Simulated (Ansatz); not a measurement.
# Hf(0001) with 2 thermally displaced layers, 2x2: scattering by thermal displacements

Aim: the resistivity of Hf at 180 K from frozen thermal displacements between perfect leads.

Method: Ansatz plane-wave DFT, PBE, PAW files; ballistic transport by layer matching (Landauer), zero bias; PAW set soft_1, in Ansatz 0.2.0.

### Step 1. The starting structure

The cell holds 48 atoms: 48 Hf. Cell: a = 6.393 Å, b = 6.393 Å, c = 30.347 Å, α = 90.0°, β = 90.0°, γ = 120.0°. It derives from Hf. Regions: lead, 40 atoms (40 Hf); scattering region, 8 atoms (8 Hf). The structure is stacked along c, and the current runs across the ab planes.

### Step 2. With 2 displaced layers

Each atom of 2 layers is moved at random, by amounts drawn from a normal law 0.0493 Å wide in each direction from the Debye model (252 K) at 180 K. The layers about the cell's end stay perfect and serve as the lead. Disorder leaves little or no symmetry, which makes such runs dear. Energies from -0.05 to 0.05 eV in steps of 0.05 eV are too few for the program's thermal sum, so it prints no conductance; for a metal the transmission near the Fermi level serves, at a fraction of the cost.

input.yaml reads:

```yaml
crystal:
  lattice:
    - [6.3934, 0.0, 0.0]
    - [-3.1967, 5.5368468166, 0.0]
    - [0.0, 0.0, 30.3468]
  atoms:
    - { symbol: Hf, position: [0.1666666667, 0.3333333333, 0.0416666667] }
    - { symbol: Hf, position: [0.1666666667, 0.8333333333, 0.0416666667] }
    - { symbol: Hf, position: [0.6666666667, 0.3333333333, 0.0416666667] }
    - { symbol: Hf, position: [0.6666666667, 0.8333333333, 0.0416666667] }
    - { symbol: Hf, position: [0.3333333333, 0.1666666667, 0.125] }
    - { symbol: Hf, position: [0.3333333333, 0.6666666667, 0.125] }
    - { symbol: Hf, position: [0.8333333333, 0.1666666667, 0.125] }
    - { symbol: Hf, position: [0.8333333333, 0.6666666667, 0.125] }
    - { symbol: Hf, position: [0.1666666667, 0.3333333333, 0.2083333333] }
    - { symbol: Hf, position: [0.1666666667, 0.8333333333, 0.2083333333] }
    - { symbol: Hf, position: [0.6666666667, 0.3333333333, 0.2083333333] }
    - { symbol: Hf, position: [0.6666666667, 0.8333333333, 0.2083333333] }
    - { symbol: Hf, position: [0.3333333333, 0.1666666667, 0.2916666667] }
    - { symbol: Hf, position: [0.3333333333, 0.6666666667, 0.2916666667] }
    - { symbol: Hf, position: [0.8333333333, 0.1666666667, 0.2916666667] }
    - { symbol: Hf, position: [0.8333333333, 0.6666666667, 0.2916666667] }
    - { symbol: Hf, position: [0.1666666667, 0.3333333333, 0.375] }
    - { symbol: Hf, position: [0.1666666667, 0.8333333333, 0.375] }
    - { symbol: Hf, position: [0.6666666667, 0.3333333333, 0.375] }
    - { symbol: Hf, position: [0.6666666667, 0.8333333333, 0.375] }
    - { symbol: Hf, position: [0.3337150275, 0.1654894553, 0.4593745759] }
    - { symbol: Hf, position: [0.3317561552, 0.6618932158, 0.4589212391] }
    - { symbol: Hf, position: [0.847616522, 0.1751062838, 0.4571891528] }
    - { symbol: Hf, position: [0.8207906181, 0.6611125503, 0.4584005239] }
    - { symbol: Hf, position: [0.1477488231, 0.3313836395, 0.5396409801] }
    - { symbol: Hf, position: [0.158590531, 0.8284833389, 0.5411524044] }
    - { symbol: Hf, position: [0.6744883661, 0.3426233666, 0.5414576863] }
    - { symbol: Hf, position: [0.6742482591, 0.8274056581, 0.5422381756] }
    - { symbol: Hf, position: [0.3333333333, 0.1666666667, 0.625] }
    - { symbol: Hf, position: [0.3333333333, 0.6666666667, 0.625] }
    - { symbol: Hf, position: [0.8333333333, 0.1666666667, 0.625] }
    - { symbol: Hf, position: [0.8333333333, 0.6666666667, 0.625] }
    - { symbol: Hf, position: [0.1666666667, 0.3333333333, 0.7083333333] }
    - { symbol: Hf, position: [0.1666666667, 0.8333333333, 0.7083333333] }
    - { symbol: Hf, position: [0.6666666667, 0.3333333333, 0.7083333333] }
    - { symbol: Hf, position: [0.6666666667, 0.8333333333, 0.7083333333] }
    - { symbol: Hf, position: [0.3333333333, 0.1666666667, 0.7916666667] }
    - { symbol: Hf, position: [0.3333333333, 0.6666666667, 0.7916666667] }
    - { symbol: Hf, position: [0.8333333333, 0.1666666667, 0.7916666667] }
    - { symbol: Hf, position: [0.8333333333, 0.6666666667, 0.7916666667] }
    - { symbol: Hf, position: [0.1666666667, 0.3333333333, 0.875] }
    - { symbol: Hf, position: [0.1666666667, 0.8333333333, 0.875] }
    - { symbol: Hf, position: [0.6666666667, 0.3333333333, 0.875] }
    - { symbol: Hf, position: [0.6666666667, 0.8333333333, 0.875] }
    - { symbol: Hf, position: [0.3333333333, 0.1666666667, 0.9583333333] }
    - { symbol: Hf, position: [0.3333333333, 0.6666666667, 0.9583333333] }
    - { symbol: Hf, position: [0.8333333333, 0.1666666667, 0.9583333333] }
    - { symbol: Hf, position: [0.8333333333, 0.6666666667, 0.9583333333] }
kpoints:
  mp_grid: { grid: [4, 4, 1] }
hamiltonian:
  xc: pbe
  pseudopotentials: { kind: paw, azcp: { folder: soft_1 } }
scf:
  occupations: { method: fermi_dirac, width: 0.1 }
output:
  transmission: { leads: [[0, 8]], kmesh: [8, 8], e_range: [-0.05, 0.05], de: 0.05 }
  write_potential: true
  write_density: true
  volumetric_format: npy
  elf: true
```

Started as:

```bash
ansatz run input.yaml --threads 4 --pin off --max-ram 15360MiB --backend cpu --events-out ev --progress --plain --runs-dir out
```

Numbers of over 12 decimals in the logs are rounded to 6 here.

What it wrote:

```text
Engine: ansatz 0.2.0, x86_64-unknown-linux-gnu
Pseudopotentials: kind: paw
Pseudopotential: Hf, paw, valence charge 26, recommended cutoff 420 eV (normal), soft_1/Hf.paw.azcp
Functional definition: PBE
  parameter kappa = 0.804
  parameter beta = 0.066725
  exchange = pbe_x(kappa = kappa, mu = beta*pi^2/3)
  correlation = pbe_c(beta = beta)
Crystal: 48 atoms, lattice volume = 1074.255 Å³
Basis set: ecut = 420 eV, 21065 PW (Γ)
Bands: 749, of which v1, the nominal top of the filled ones, is band 624 counted from 1 (623 counted from 0)
Symmetry: 1 space group operations
Space group: P1 (ITA 1), of the structure as read, at distance tolerance 1.0e-4 Å
k-points: 10 of 16 (time reversal used)
Non-local potential: Hf, projectors of the file, l = 0: 3, l = 1: 2, l = 2: 2, l = 3: 3
PAW form: soft (Blöchl's): semilocal exchange-correlation on the pseudo side does not see the compensation charge
PAW one-centre angular grid: Hf, 590 points (default); XC on 64 Gauss nodes
Initial density: superposition of atomic densities (chi_scale 0.1, normalization cell)
Initial wavefunctions: pseudopotential atomic-orbital guess
Functional: x = pbe(κ = 0.804, μ = 0.219515), c = pbe(β = 0.066725)
SCF iter   1: F=—  HF=-754671.764647 eV  |F-HF|=—  |Δ(HF+E_count)|=         —  Δρ=3.55e-2  dr2=1.68e1  ethr=3.10e-3  ⟨swp⟩=5.9  Hψ=22377  notcnv=0  defer=148
preconditioner: auto → Kerker (q_TF=auto, 2.797 Å⁻¹)  [metal: Δε(μ)=0.028 eV  Ē_g=16.451 eV  σ=0.100 eV  W_gap=0.07  n_scr=380 (ndim 8)  ℏωp=38.5 eV  f_vac=0.000  D(μ)=32.61/eV (n_scr^D=244)]
SCF iter   2: F=—  HF=-754668.640141 eV  |F-HF|=—  |Δ(HF+E_count)|=    3.12e0  Δρ=2.28e-2  dr2=6.79e0  ethr=1.35e-3  ⟨swp⟩=3.4  Hψ=14244  notcnv=0  defer=374
SCF iter   3: F=—  HF=-754667.556397 eV  |F-HF|=—  |Δ(HF+E_count)|=    1.08e0  Δρ=9.03e-3  dr2=1.05e0  ethr=5.44e-4  ⟨swp⟩=2.0  Hψ=12504  notcnv=0  defer=374
SCF iter   4: F=—  HF=-754666.426036 eV  |F-HF|=—  |Δ(HF+E_count)|=    1.13e0  Δρ=3.23e-3  dr2=6.26e-2  ethr=8.43e-5  ⟨swp⟩=2.2  Hψ=15391  notcnv=0  defer=374
SCF iter   5: F=—  HF=-754666.455622 eV  |F-HF|=—  |Δ(HF+E_count)|=   2.96e-2  Δρ=7.36e-4  dr2=7.45e-3  ethr=5.01e-6  ⟨swp⟩=2.7  Hψ=15384  notcnv=0  defer=374
SCF iter   6: F=—  HF=-754666.459642 eV  |F-HF|=—  |Δ(HF+E_count)|=   4.02e-3  Δρ=2.29e-4  dr2=9.54e-4  ethr=5.97e-7  ⟨swp⟩=2.5  Hψ=14419  notcnv=0  defer=374
SCF iter   7: F=—  HF=-754666.459406 eV  |F-HF|=—  |Δ(HF+E_count)|=   2.36e-4  Δρ=1.20e-4  dr2=1.72e-4  ethr=7.64e-8  ⟨swp⟩=3.0  Hψ=15355  notcnv=0  defer=374
SCF iter   8: F=—  HF=-754666.459385 eV  |F-HF|=—  |Δ(HF+E_count)|=   2.13e-5  Δρ=4.06e-5  dr2=1.72e-5  ethr=1.37e-8  ⟨swp⟩=2.8  Hψ=13527  notcnv=0  defer=374
SCF iter   9: F=—  HF=-754666.459868 eV  |F-HF|=—  |Δ(HF+E_count)|=   4.83e-4  Δρ=1.02e-5  dr2=2.29e-6  ethr=1.38e-9  ⟨swp⟩=3.1  Hψ=13911  notcnv=0  defer=374
SCF iter  10: F=—  HF=-754666.459868 eV  |F-HF|=—  |Δ(HF+E_count)|=   4.03e-8  Δρ=5.66e-6  dr2=1.06e-6  ethr=1.84e-10  ⟨swp⟩=3.8  Hψ=18715  notcnv=0  defer=374
SCF iter  11: F=-754666.459868 eV  HF=-754666.459868 eV  |F-HF|=8.71e-8  |Δ(HF+E_count)|=   3.16e-7  Δρ=2.00e-6  dr2=8.79e-8  ethr=8.01e-12  ⟨swp⟩=15.1  Hψ=50014  notcnv=0
SCF 1 converged in 11 iterations: F = -754666.459868 eV  dr2 = 8.79e-8
  greatest PAW one-centre occupation: 0.999 electrons in one spin orbital (limit 2), on the Hf atom at site 28 (counted from 0), in its partial waves of l = 0
transmission: 138 of 1326 steps passed
transmission: 273 of 1326 steps passed
[...]
transmission: 1326 of 1326 steps passed
SCF converged after 11 iterations
Free energy (F): -754666.459868 eV
Harris-Foulkes:  -754666.459868 eV  (|F-HF|=8.71e-8)
Internal energy: -754665.203984 eV  (E = F + TS)
E sigma→0 (E₀):  -754665.831926 eV
Entropy (-TS):   -1.255884 eV (-26.164 meV/atom)
Fermi energy:    18.132967 eV
--- Per-component energies (eV) ---
  E_band       = -451.134602
  E_kinetic    = 19632.224344
  E_local      = -303161.953186  (includes V_loc(G=0)·N_el)
  E_nonlocal   = 2776.673603
  E_hartree    = 147658.404643
  E_xc         = -12799.261379
  E_vxc        = -12234.903670  (∫ρ·V_xc dr)
  E_paw        = -369426.363919  (= ΣΔE_a)
  E_vpaw       = -2779.967362  (= ΣTr[D̂ρ^β])
  E_aug_tail   = 0.004017  (compensation charges beyond the density's cutoff)
  E_ewald      = -239344.932106
  E_smearing   = -1.255884  (= −TS)
  E_closure    = 0.000000  (closes the sum)
  Σ components = -754666.459868   (vs F -754666.459868, Δ=0.00e0)
--- Band table (eV; the first three rows and the last of 10) ---
  k-point 0: bands = [... 620 lower, 18.8581, 18.9261, 18.9304, 18.9403, 18.9893, 19.0096, 19.0295, 19.0682, ... 121 higher]
  k-point 1: bands = [... 620 lower, 18.4324, 18.4450, 18.4492, 18.4787, 18.5039, 18.5117, 18.5194, 18.5224, ... 121 higher]
  k-point 2: bands = [... 620 lower, 17.7984, 17.8019, 17.8430, 17.8526, 17.9998, 18.0073, 18.0299, 18.0330, ... 121 higher]
  k-point 9: bands = [... 620 lower, 17.7976, 17.8116, 17.8312, 17.8421, 18.0106, 18.0200, 18.0316, 18.0352, ... 121 higher]
--- Transmission ---
  basis      : 313 plane waves across, 39 finite elements along
  points     : 34, standing for a mesh of 8 x 8
  energies   : 3 from -0.050000 to 0.050000 eV about the Fermi level, 0.050000 eV apart; the leads are filled to 0.000000 eV, and channels, transmission and decay are at 0.000000 eV
  crystal 0  : Hf8, at the sites [0, 8], period 5.0578 Å, over 25.29 Å; its Hamiltonian steps by up to 5.2 meV
    offset         : up to 0.0000 Å between an atom of the period and one for which it stands
    channels       : 2.843750e0 a spin
    conductance    : none, the energies end too early or step too widely for 300 K: set another output.transmission.e_range or a lower de, or, where they end at an eighth of basis.ecutwfc, a higher one
  junction   : crystal 0 to crystal 0, 0.70 to 25.99 Å
    transmission   : 2.687331e0 a spin
    conductance    : none, the energies end too early or step too widely for 300 K: set another output.transmission.e_range or a lower de, or, where they end at an eighth of basis.ecutwfc, a higher one
```

Run time: 6.4 min. Hardware: 4 threads of AMD EPYC 9R45, shared host; peak memory 6.9 GiB.

Reading the cycles: dr2 is the Hartree energy of the density residual (eV), the measure of convergence; HF is the Harris–Foulkes estimate of the energy, which meets the free energy F at convergence.

Numbers from this step:

| Item | Value |
| --- | --- |
| free energy | -754666.4599 eV |
| energy at zero smearing | -754665.8319 eV |
| Fermi energy | 18.13 eV |
| cell area | 35.40 Å² |
| transmission per spin nearest the Fermi level | 2.687 |
| open channels per spin nearest the Fermi level | 2.844 |
| step of the lead's potential | 5.2 meV |

Per spin. Table of transmission, zone mean by energy, zero at the Fermi level:

```csv
energy (eV),"transmission, zone mean"
-0.0500,2.54
0.0000,2.69
0.0500,2.54
```

Per spin. Open channels, zone mean, lead against energy, zero at the Fermi level:

```csv
energy (eV),"open channels, zone mean, lead"
-0.0500,2.62
0.0000,2.84
0.0500,2.66
```

Transmission over k1 and k2. At 0.0000 eV from the Fermi level.

Ten even steps from '_' (1.75) to '@' (5.53):
```
__@@==++@@______
__==______++____
__==________++__
++@@__________@@
____++________==
______++______==
________@@++==@@
++______==______
```
Columns: k1 (b1) from -0.5 to 0.375; rows upwards: k2 (b2) from -0.5 to 0.375.

Open channels over k1 and k2. At 0.0000 eV from the Fermi level.

Values, 8 rows by 8 columns:
```
2.00 6.00 4.00 4.00 6.00 2.00 2.00 2.00
2.00 4.00 2.00 2.00 2.00 4.00 2.00 2.00
2.00 4.00 2.00 2.00 2.00 2.00 4.00 2.00
4.00 6.00 2.00 2.00 2.00 2.00 2.00 6.00
2.00 2.00 4.00 2.00 2.00 2.00 2.00 4.00
2.00 2.00 2.00 4.00 2.00 2.00 2.00 4.00
2.00 2.00 2.00 2.00 6.00 4.00 4.00 6.00
4.00 2.00 2.00 2.00 4.00 2.00 2.00 2.00
```
Columns: k1 (b1) from -0.5 to 0.375; rows upwards: k2 (b2) from -0.5 to 0.375.

ELF in the ca plane at fractional y = 0.165, with atoms of Hf within 0.2 Å of it. It is the smooth field of the valence electrons, not physical close to the nuclei.

Ten even steps from '0' (0.14) to '9' (0.86), each cell a mean:
```
22014530121001210366301100012102552022100120
52159983145555512799721443454127996125555540
73279995147777623899831677775149998326777741
62159984146556522699721566665128996125655640
22025641022112210255201321123103652022111220
02100100210010021000012100001210100120010012
01431123310220024211243001100342112420122013
01321013310120023100132001100331002320021013
02101210110000120012001100001200210021000011
42037861033223420478611332233115874024322330
63169995147777622799841577664138997226777741
63179995147777622799941577764149997226777741
42047872034333420488611444443116885124433430
12002310121000120023101210012101331021000121
01310002310120023100122001101320001320021013
01432124300221024211242013200342113420122003
01200001210010021000012001101210000220010012
```
Columns run along c (16.0 Å, from fractional 0.24 to 0.76 of the cell), rows up along a (6.4 Å). Atoms in or near the plane, at fractional coordinates: Hf at (0.29, 0.33), Hf at (0.29, 0.83), Hf at (0.46, 0.33), Hf at (0.46, 0.85), Hf at (0.63, 0.33), Hf at (0.63, 0.83).

Electrostatic potential energy in the ca plane at fractional y = 0.165, with atoms of Hf within 0.2 Å of it. With pseudopotentials it is smooth inside the atoms' cores, unlike the true potential.

Ten even steps from '0' (-15 eV) to '9' (20 eV), each cell a mean:
```
99852136898888987311378887789873124799888898
99610003799999984011048999999840001589999997
99501302799999984033048999999830320489999997
99610103799999985000058999999840100589999997
99851126899888997422479998899863114799888998
89986678997667899877899976679987667998766799
79999899987546899999999875578999899998545789
79998889987546899988999875578999889998645789
89875468998777898754689987789986457898777899
99730015899989997200158999999851002699989998
99611202799999985012037999999830210589999997
99601302799999985012037999999830220489999997
99730004899999996200158999999851002689999998
89864357998778998643579987889985346898877899
89998889987556899888899875679998888998655789
79999999987446899988999864468999999998545789
89987778997657898766789865578998778998756799
```
Columns run along c (16.0 Å, from fractional 0.24 to 0.76 of the cell; values clipped at the 3rd and 97th percentile), rows up along a (6.4 Å). Atoms in or near the plane, at fractional coordinates: Hf at (0.29, 0.33), Hf at (0.29, 0.83), Hf at (0.46, 0.33), Hf at (0.46, 0.85), Hf at (0.63, 0.33), Hf at (0.63, 0.83).

Valence density in the ca plane at fractional y = 0.165, with atoms of Hf within 0.2 Å of it. It is the smooth field of the valence electrons, not physical close to the nuclei.

Ten steps, logarithmic in the rise over the least value, from '0' (0 e/Å³) to '9' (46 e/Å³), each cell a mean:
```
00012320000000000244200000000002331000000000
00037862000000001588510000000015874100000000
00158973000000002699620000000027996100000000
00147862000000001477410000000025884100000000
00013431000000000133100000000002442000000000
00000100000010000000000000000000100000010000
00000000000111000000000001100000000000111000
00000000000110000000000001100000000000011000
00001110000000000011100000000000110000000000
00025641000000000256410000000013553000000000
00148973000000001589620000000026985100000000
00148973000000001589720000000026995100000000
00025651000000000366410000000014663100000000
00002210000000000022100000000001221000000000
00000000000110000000000001100000000000011000
00000000000111000000000011100000000000111000
00000000000110000000000001100000000000010000
```
Columns run along c (16.0 Å, from fractional 0.24 to 0.76 of the cell), rows up along a (6.4 Å). Atoms in or near the plane, at fractional coordinates: Hf at (0.29, 0.33), Hf at (0.29, 0.83), Hf at (0.46, 0.33), Hf at (0.46, 0.85), Hf at (0.63, 0.33), Hf at (0.63, 0.83).

Over the solved energies the transmission per spin lies between 2.54 and 2.69, out of 2.71 channels of the lead on average (up to 2.84).

(Continued in part 2 of 2.)

[Logs are printed without paths, hosts, clocks, repeated set-up lines and the standing remarks that a program may print on its own settings, such as how far it seeks lower states.]

[Hosts, paths, dates, database ids (printed as entryN), source tags and the programs' standing remarks are cut or masked in the printed files.]
